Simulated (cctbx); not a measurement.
# What is wrong with this refinement?

Cell a = 6.0220 Å, b = 6.0220 Å, c = 13.2210 Å, α = 90.00°, β = 90.00°, γ = 120.00°; space group P6/mmm (no. 191).

Simulated single-crystal data (cctbx): Mo Kα, λ = 0.71073 Å, to d = 0.8 Å, 80 % of the full sphere, strongest reflection 5000 counts, noise from counting, a 1.5 % proportional error and a noise floor of 2 counts (s.d.); no absorption, and some extinction, which the refinements don't model.

An anisotropic refinement with weights 1/σ² prints:

```text
Rint 0.022, 66 unique reflections to 1.30 A
cycle     R1     wR2    GooF  max shift (A)
   1  0.0085  0.0168   1.241   0.00355
   2  0.0066  0.0138   1.020   0.00000
final R1 0.0066 wR2 0.0138 GooF 1.020  parameters 17  data/parameter 3.9
atom        x        y        z      Ueq    occ   su(xyz)  su(Uiso or U11)
Ce1    0.00000  0.00000  0.32958   0.0123  1.000  0.00006  0.0004
Ce2    0.00000  0.00000  0.00000   0.0149  1.000  0.00000  0.0006
Mg1    0.00000  0.50000  0.13456   0.0234  1.000  0.00017  0.0016
Mg2    0.66667  0.33333  0.31499   0.0209  1.000  0.00024  0.0013
Mg3    0.00000  0.50000  0.50000   0.0236  1.000  0.00000  0.0026
B1     0.33333  0.66667  0.00000   0.0308  1.000  0.00000  0.0083
difference map: max 0.16 min -0.09 rms 0.04
Q1    0.3333  0.6667  0.5000    2    0.18  1.74 A from Mg3
Q2    0.0000  0.1552  0.5000    6    0.14  2.08 A from Mg3
Q3    0.2068  0.4135  0.2745   12    0.11  1.42 A from Mg2
Q4    0.0000  0.0000  0.1286    2    0.09  1.70 A from Ce2
Q5    0.0000  0.2392  0.0612   12    0.07  1.65 A from Ce2
Q6    0.2181  0.6091  0.2171   12    0.07  1.43 A from Mg2
```

Q: Accept it or mend it, and why?

Mend it. The fault: data cut at low resolution. Against the right model at the same level, R1 goes from 0.0098 to 0.0066 and GooF from 1.03 to 1.02. The atoms are right, but there are too few data for the parameters: R1 flatters and the s.u.s grow. Data per parameter fall from 12.9 to 3.9.

The compound is Ce3Mg13B2. The right model at the same level gives:

```text
Rint 0.031, 220 unique reflections to 0.80 A
cycle     R1     wR2    GooF  max shift (A)
   1  0.0098  0.0191   1.059   0.00008
   2  0.0098  0.0186   1.035   0.00000
final R1 0.0098 wR2 0.0186 GooF 1.035  parameters 17  data/parameter 12.9
atom        x        y        z      Ueq    occ   su(xyz)  su(Uiso or U11)
Ce1    0.00000  0.00000  0.32961   0.0127  1.000  0.00002  0.0001
Ce2    0.00000  0.00000  0.00000   0.0151  1.000  0.00000  0.0002
Mg1    0.00000  0.50000  0.13483   0.0235  1.000  0.00009  0.0007
Mg2    0.66667  0.33333  0.31507   0.0202  1.000  0.00010  0.0004
Mg3    0.00000  0.50000  0.50000   0.0216  1.000  0.00000  0.0009
B1     0.33333  0.66667  0.00000   0.0255  1.000  0.00000  0.0024
difference map: max 0.42 min -0.67 rms 0.09
Q1    0.0000  0.1737  0.5000    6    0.44  1.97 A from Mg3
Q2    0.0000  0.1713  0.0463   12    0.42  1.20 A from Ce2
Q3    0.0000  0.0000  0.2934    2    0.38  0.48 A from Ce1
Q4    0.0000  0.0000  0.5000    1    0.37  2.25 A from Ce1
Q5    0.2103  0.6052  0.2061   12    0.33  1.45 A from Mg1
Q6    0.1725  0.3451  0.0000    6    0.32  1.68 A from B1
```

The model is made up (kin elements in a known structure type, no relaxation), so it says nothing on whether the phase exists.

[Middle refinement cycles are left out of these outputs.]

[Logs are printed without paths, hosts, clocks, repeated set-up lines and the standing remarks that a program may print on its own settings, such as how far it seeks lower states.]
